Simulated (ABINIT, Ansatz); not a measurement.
# Zr (Zirconium): phonons by linear response

Aim: the phonon dispersion of Zr (Zirconium), checked by a second program.

Main program and level: ABINIT 10.8.3; DFT PBE, scalar-relativistic, plane waves, PseudoDojo norm-conserving pseudopotentials.

### Step 1. The structure

The structure is hexagonal, space group P6_3/mmc (No. 194). The conventional cell has a = 3.232 Å, b = 3.232 Å, c = 5.147 Å, α = 90.00°, β = 90.00°, γ = 120.00°. Nearest to Zr lie 12 Zr at 3.18 to 3.23 Å.

### Step 2. A first look

A first run with smearing and empty bands tells whether the crystal has a gap, which decides between fixed occupations and smearing later on.

The input, probe.abi:

```
# ground state
tolvrs 1.0d-08
prtden 1
prtwf 1

# basis, mesh and filling
ecut 29.0
ngkpt 6 6 4
nshiftk 1
shiftk 0.0 0.0 0.0
istwfk *1
occopt 7
tsmear 0.005
nband 19
nstep 100
diemac 9.0
prtebands 0
prtgsr 0

# cell and atoms
acell 3*1.0 Angstrom
rprim 
    3.232 0.0 0.0
    -1.616 2.798994105 0.0
    0.0 0.0 5.147
ntypat 1
znucl 40
natom 2
typat 1 1
xred 
    1/3 2/3 0.25
    2/3 1/3 0.75
pp_dirpath "./pseudo"
pseudos "Zr.upf"
```

On the command line:

```console
$ OMP_NUM_THREADS=1 mpirun -n 16 abinit probe.abi > probe.log
```

Numbers of over 12 decimals in the logs are rounded to 6 here.

probe.abo, the main output file:

```text
[banners, grids, parts of the stress and lines that vanish by symmetry left out]
- input  file    -> probe.abi
- output file    -> probe.abo
- root for input  files -> probei
[...]
Symmetries : space group P6_3/m m c (#194); Bravais hP (primitive hexag.)
[...]
mpw =        2388          nfft =       43200          nkpt =          21
[...]
== DATASET  1 ==================================================================
[...]
-    --> not optimal distribution: autoparal keyword recommended in input file <--
[...]
cutoff_energies: {ecut:  29.0, pawecutdg:  -1.0, }
[...]
ETOT  1  -101.19384763469    -1.012E+02 1.001E-01 1.738E+01
 ETOT  2  -101.24115716655    -4.731E-02 1.593E-02 1.585E+00
 ETOT  3  -101.24164249402    -4.853E-04 2.378E-03 1.474E-03
 ETOT  4  -101.24164308795    -5.939E-07 1.496E-03 1.877E-05
 ETOT  5  -101.24164309591    -7.964E-09 5.466E-04 3.744E-07
 ETOT  6  -101.24164309612    -2.110E-10 8.060E-04 1.115E-08
 ETOT  7  -101.24164309613    -8.754E-12 2.180E-04 1.973E-10
 At SCF step    7       vres2   =  1.97E-10 < tolvrs=  1.00E-08 =>converged.
[...]
sigma(1 1)=  1.41982371E-05  sigma(3 2)=  0.00000000E+00
  sigma(2 2)=  1.41982373E-05  sigma(3 1)=  0.00000000E+00
  sigma(3 3)= -1.58121834E-05  sigma(2 1)=  0.00000000E+00
[...]
convergence: {deltae: -8.754E-12, res2:  1.973E-10, residm:  2.180E-04, diffor: null, }
etotal    :  -1.01241643E+02
[...]
sigma(1 1)=  1.41982371E-05  sigma(3 2)=  0.00000000E+00
  sigma(2 2)=  1.41982373E-05  sigma(3 1)=  0.00000000E+00
  sigma(3 3)= -1.58121834E-05  sigma(2 1)=  0.00000000E+00
[...]
- sigma(1 1)=  4.17726558E-01  sigma(3 2)=  0.00000000E+00
- sigma(2 2)=  4.17726564E-01  sigma(3 1)=  0.00000000E+00
- sigma(3 3)= -4.65210497E-01  sigma(2 1)=  0.00000000E+00
[...]
fcart     -0.0000000000E+00  2.0362836572E-28 -0.0000000000E+00
           strten      1.4198237125E-05  1.4198237330E-05 -1.5812183401E-05
================================================================================

[key lines of the parts left out:]
pressure_GPa:  -1.2341E-01
```

The job ended after 3.3 s (16 MPI ranks of Arm Neoverse V2, shared host).

Read from the output:

```yaml
volume_per_atom: 23.28 Å³
pressure: -0.1234 GPa
gap_on_the_k_mesh: 0 eV
```

No gap opens on this mesh, so smearing is kept; the printed pressure holds the stress of the finite basis too.

### Step 3. Relaxing the cell and atoms

The harmonic expansion needs vanishing forces, and a free crystal bears no stress, so cell and atoms are brought to rest. Stress is more sensitive to the basis than forces are: the last 3 Ha under the cutoff are smoothed with ecutsm, and the cutoff is raised above that of the later runs.

The input, relax.abi:

```
# relaxation
ionmov 2
optcell 2
dilatmx 1.08
ntime 40
tolmxf 1.0d-05
tolvrs 1.0d-14
prtwf 0
prtden 0
chksymtnons 0

# basis, mesh and filling
ecut 36.0
ecutsm 3.0
ngkpt 12 12 6
nshiftk 1
shiftk 0.0 0.0 0.0
istwfk *1
occopt 7
tsmear 0.01
nband 19
nstep 100
diemac 1000000.0
prtebands 0
prtgsr 0

# cell and atoms
acell 3*1.0 Angstrom
rprim 
    3.232 0.0 0.0
    -1.616 2.798994105 0.0
    0.0 0.0 5.147
ntypat 1
znucl 40
natom 2
typat 1 1
xred 
    1/3 2/3 0.25
    2/3 1/3 0.75
pp_dirpath "./pseudo"
pseudos "Zr.upf"
```

On the command line:

```console
$ OMP_NUM_THREADS=1 mpirun -n 16 abinit relax.abi > relax.log
```

relax.abo, the main output file:

```text
[banners, grids, parts of the stress and lines that vanish by symmetry left out]
- input  file    -> relax.abi
- output file    -> relax.abo
- root for input  files -> relaxi
[...]
Symmetries : space group P6_3/m m c (#194); Bravais hP (primitive hexag.)
[...]
mpw =        4128          nfft =       77760          nkpt =          76
[...]
== DATASET  1 ==================================================================
[...]
cutoff_energies: {ecut:  36.0, pawecutdg:  -1.0, }
[...]
ETOT  1  -101.18689009563    -1.012E+02 1.531E-01 2.902E+01
 ETOT  2  -101.24305950427    -5.617E-02 5.436E-02 1.160E+00
 ETOT  3  -101.24326707018    -2.076E-04 3.102E-03 6.184E-03
 ETOT  4  -101.24326793996    -8.698E-07 2.813E-03 2.005E-05
 ETOT  5  -101.24326794553    -5.573E-09 7.867E-04 4.299E-07
[...]
At SCF step   10       vres2   =  3.06E-15 < tolvrs=  1.00E-14 =>converged.
[...]
sigma(1 1)= -1.47065708E-05  sigma(3 2)=  0.00000000E+00
  sigma(2 2)= -1.47065706E-05  sigma(3 1)=  0.00000000E+00
  sigma(3 3)= -3.51191896E-05  sigma(2 1)=  0.00000000E+00
[...]
convergence: {deltae: -5.826E-13, res2:  3.065E-15, residm:  8.627E-04, diffor: null, }
etotal    :  -1.01243268E+02
[...]
ETOT  1  -101.24326142426    -1.012E+02 1.468E-03 1.346E-01
[...]
At SCF step    8       vres2   =  7.96E-16 < tolvrs=  1.00E-14 =>converged.
[...]
sigma(1 1)= -9.15032488E-06  sigma(3 2)=  0.00000000E+00
  sigma(2 2)= -9.15032467E-06  sigma(3 1)=  0.00000000E+00
  sigma(3 3)= -2.71059250E-05  sigma(2 1)=  0.00000000E+00
[...]
convergence: {deltae:  1.208E-12, res2:  7.959E-16, residm:  2.174E-04, diffor: null, }
etotal    :  -1.01243282E+02
[...]
ETOT  1  -101.24314387152    -1.012E+02 1.081E-04 1.023E+00
[...]
At SCF step    8       vres2   =  5.27E-15 < tolvrs=  1.00E-14 =>converged.
[...]
sigma(1 1)=  5.38056738E-06  sigma(3 2)=  0.00000000E+00
  sigma(2 2)=  5.38056758E-06  sigma(3 1)=  0.00000000E+00
  sigma(3 3)= -4.77635966E-06  sigma(2 1)=  0.00000000E+00
[...]
convergence: {deltae: -1.279E-13, res2:  5.275E-15, residm:  2.531E-05, diffor: null, }
etotal    :  -1.01243298E+02
[...]
ETOT  1  -101.24329868382    -1.012E+02 2.241E-05 2.906E-03
[...]
At SCF step    8       vres2   =  8.18E-16 < tolvrs=  1.00E-14 =>converged.
[...]
sigma(1 1)=  5.26648415E-06  sigma(3 2)=  0.00000000E+00
  sigma(2 2)=  5.26648435E-06  sigma(3 1)=  0.00000000E+00
  sigma(3 3)= -3.58608270E-06  sigma(2 1)=  0.00000000E+00
[...]
convergence: {deltae: -1.762E-12, res2:  8.181E-16, residm:  1.294E-05, diffor: null, }
etotal    :  -1.01243299E+02
[...]
ETOT  1  -101.24327789800    -1.012E+02 9.904E-05 1.219E-01
[...]
At SCF step    8       vres2   =  5.12E-15 < tolvrs=  1.00E-14 =>converged.
[...]
sigma(1 1)=  1.31878786E-06  sigma(3 2)=  0.00000000E+00
  sigma(2 2)=  1.31878806E-06  sigma(3 1)=  0.00000000E+00
  sigma(3 3)=  9.18746467E-07  sigma(2 1)=  0.00000000E+00
[...]
convergence: {deltae: -6.395E-13, res2:  5.122E-15, residm:  4.801E-06, diffor: null, }
etotal    :  -1.01243302E+02
[...]
ETOT  1  -101.24330178137    -1.012E+02 4.165E-06 3.392E-03
[...]
At SCF step    8       vres2   =  6.95E-17 < tolvrs=  1.00E-14 =>converged.
[...]
sigma(1 1)=  2.32993870E-07  sigma(3 2)=  0.00000000E+00
  sigma(2 2)=  2.32994072E-07  sigma(3 1)=  0.00000000E+00
  sigma(3 3)=  2.95673963E-07  sigma(2 1)=  0.00000000E+00
[...]
convergence: {deltae: -2.274E-13, res2:  6.952E-17, residm:  2.001E-06, diffor: null, }
etotal    :  -1.01243302E+02
[...]
ETOT  1  -101.24330227792    -1.012E+02 1.714E-06 2.078E-04
[...]
ETOT  6  -101.24330230876     1.066E-12 9.890E-07 2.359E-14
 ETOT  7  -101.24330230876     9.948E-14 7.400E-07 3.034E-16
 At SCF step    7       vres2   =  3.03E-16 < tolvrs=  1.00E-14 =>converged.
[...]
sigma(1 1)=  9.93328014E-10  sigma(3 2)=  0.00000000E+00
  sigma(2 2)=  9.93529864E-10  sigma(3 1)=  0.00000000E+00
  sigma(3 3)=  1.30510715E-08  sigma(2 1)=  0.00000000E+00
[...]
convergence: {deltae:  9.948E-14, res2:  3.034E-16, residm:  7.400E-07, diffor: null, }
etotal    :  -1.01243302E+02
[...]
At Broyd/MD step   7, gradients are converged :
[...]
sigma(1 1)=  9.93328014E-10  sigma(3 2)=  0.00000000E+00
  sigma(2 2)=  9.93529864E-10  sigma(3 1)=  0.00000000E+00
  sigma(3 3)=  1.30510715E-08  sigma(2 1)=  0.00000000E+00
[...]
- sigma(1 1)=  2.92247191E-05  sigma(3 2)=  0.00000000E+00
- sigma(2 2)=  2.92306578E-05  sigma(3 1)=  0.00000000E+00
- sigma(3 3)=  3.83975782E-04  sigma(2 1)=  0.00000000E+00
[...]
fcart      2.2040677459E-29  3.8175573192E-29 -0.0000000000E+00
           strten      9.9332801359E-10  9.9352986428E-10  1.3051071546E-08
================================================================================

[key lines of the parts left out:]
pressure_GPa:  -1.4748E-04
Total energy (etotal) [Ha]= -1.01243302308757E+02
```

It took 61 s on 16 MPI ranks; 16 min of CPU time.

Relaxation path:

```csv
step,energy less that of the first step (eV),largest force (eV/Å),volume (Å³)
1,0.0000,0.0000,46.56
2,-0.0004,0.0000,46.65
3,-0.0008,0.0000,46.90
4,-0.0009,0.0000,46.90
5,-0.0009,0.0000,46.88
6,-0.0009,0.0000,46.86
7,-0.0009,0.0000,46.86
```

```csv
"conventional cell, symmetrised",before,after,change
a (Å),3.232,3.232,+0.0 %
b (Å),3.232,3.232,+0.0 %
c (Å),5.147,5.179,+0.6 %
volume (Å³/atom),23.28,23.43,+0.6 %
```

Final coordinates:

```cif
data_structure
_symmetry_space_group_name_H-M 'P 1'
_symmetry_Int_Tables_number 1
_cell_length_a 3.2324
_cell_length_b 3.2324
_cell_length_c 5.1787
_cell_angle_alpha 90.000
_cell_angle_beta 90.000
_cell_angle_gamma 120.000
_cell_volume 46.86
loop_
_atom_site_label
_atom_site_type_symbol
_atom_site_fract_x
_atom_site_fract_y
_atom_site_fract_z
_atom_site_occupancy
Zr1 Zr 0.33333 0.66667 0.25000 1
Zr2 Zr 0.66667 0.33333 0.75000 1
```

This step gave:

```
volume per atom : 23.43 Å³
pressure        : -1.47e-4 GPa
```

The volume changes by +0.6 % in this run and stands +0.6 % from the first cell.

### Step 4. Ground state

First-order wavefunctions inherit every error of the ground state, hence the very tight tolvrs. Smearing stays on, as the first look found no gap above 0.3 eV.

The input, gs.abi:

```
# ground state
tolvrs 1.0d-16
prtden 1
prtwf 1

# basis, mesh and filling
ecut 29.0
ngkpt 12 12 6
nshiftk 1
shiftk 0.0 0.0 0.0
istwfk *1
occopt 7
tsmear 0.01
nband 19
nstep 100
diemac 1000000.0
prtebands 0
prtgsr 0

# cell and atoms
acell 3*1.0 Angstrom
rprim 
    3.232401753 0.0 0.0
    -1.616200876 2.799342033 0.0
    0.0 0.0 5.178719101
ntypat 1
znucl 40
natom 2
typat 1 1
xred 
    1/3 2/3 0.25
    2/3 1/3 0.75
pp_dirpath "./pseudo"
pseudos "Zr.upf"
```

On the command line:

```console
$ OMP_NUM_THREADS=1 mpirun -n 16 abinit gs.abi > gs.log
```

gs.abo, the main output file:

```text
[banners, grids, parts of the stress and lines that vanish by symmetry left out]
- input  file    -> gs.abi
- output file    -> gs.abo
- root for input  files -> gsi
[...]
Symmetries : space group P6_3/m m c (#194); Bravais hP (primitive hexag.)
[...]
mpw =        2406          nfft =       43200          nkpt =          76
[...]
== DATASET  1 ==================================================================
[...]
cutoff_energies: {ecut:  29.0, pawecutdg:  -1.0, }
[...]
ETOT  1  -101.19460959926    -1.012E+02 1.504E-01 1.743E+01
 ETOT  2  -101.24263215138    -4.802E-02 1.823E-02 9.744E-01
 ETOT  3  -101.24294156037    -3.094E-04 4.392E-03 1.661E-03
 ETOT  4  -101.24294213107    -5.707E-07 2.465E-03 2.061E-05
 ETOT  5  -101.24294213840    -7.328E-09 2.149E-03 2.726E-07
[...]
ETOT 10  -101.24294213856     2.132E-13 2.053E-04 1.360E-15
 ETOT 11  -101.24294213856    -6.111E-13 2.138E-04 2.614E-17
 At SCF step   11       vres2   =  2.61E-17 < tolvrs=  1.00E-16 =>converged.
[...]
sigma(1 1)=  1.55102779E-05  sigma(3 2)=  0.00000000E+00
  sigma(2 2)=  1.55102801E-05  sigma(3 1)=  0.00000000E+00
  sigma(3 3)=  1.54562031E-05  sigma(2 1)= -1.61446673E-12
[...]
convergence: {deltae: -6.111E-13, res2:  2.614E-17, residm:  2.138E-04, diffor: null, }
etotal    :  -1.01242942E+02
[...]
sigma(1 1)=  1.55102779E-05  sigma(3 2)=  0.00000000E+00
  sigma(2 2)=  1.55102801E-05  sigma(3 1)=  0.00000000E+00
  sigma(3 3)=  1.54562031E-05  sigma(2 1)= -1.61446673E-12
[...]
- sigma(1 1)=  4.56328131E-01  sigma(3 2)=  0.00000000E+00
- sigma(2 2)=  4.56328194E-01  sigma(3 1)=  0.00000000E+00
- sigma(3 3)=  4.54737194E-01  sigma(2 1)= -4.74992510E-08
[...]
fcart     -2.2040677444E-29  3.8175573175E-29 -0.0000000000E+00
           strten      1.5510277903E-05  1.5510280068E-05  1.5456203084E-05
================================================================================

[key lines of the parts left out:]
pressure_GPa:  -4.5580E-01
```

It took 8 s on 16 MPI ranks; 2.1 min of CPU time.

Read from the output:

- pressure: -0.4558 GPa

The cell stands at -0.46 GPa: the relaxation ran with a smoothed and higher cutoff, and the difference is a stress of the finite basis.

(Part 1 of 4 ends here.)

[Host names and launcher messages were left out of these logs when they were recorded.]

[Logs are printed without paths, hosts, clocks, repeated set-up lines and the standing remarks that a program may print on its own settings, such as how far it seeks lower states.]

[Hosts, paths, dates, database ids (printed as entryN), source tags and the programs' standing remarks are cut or masked in the printed files.]
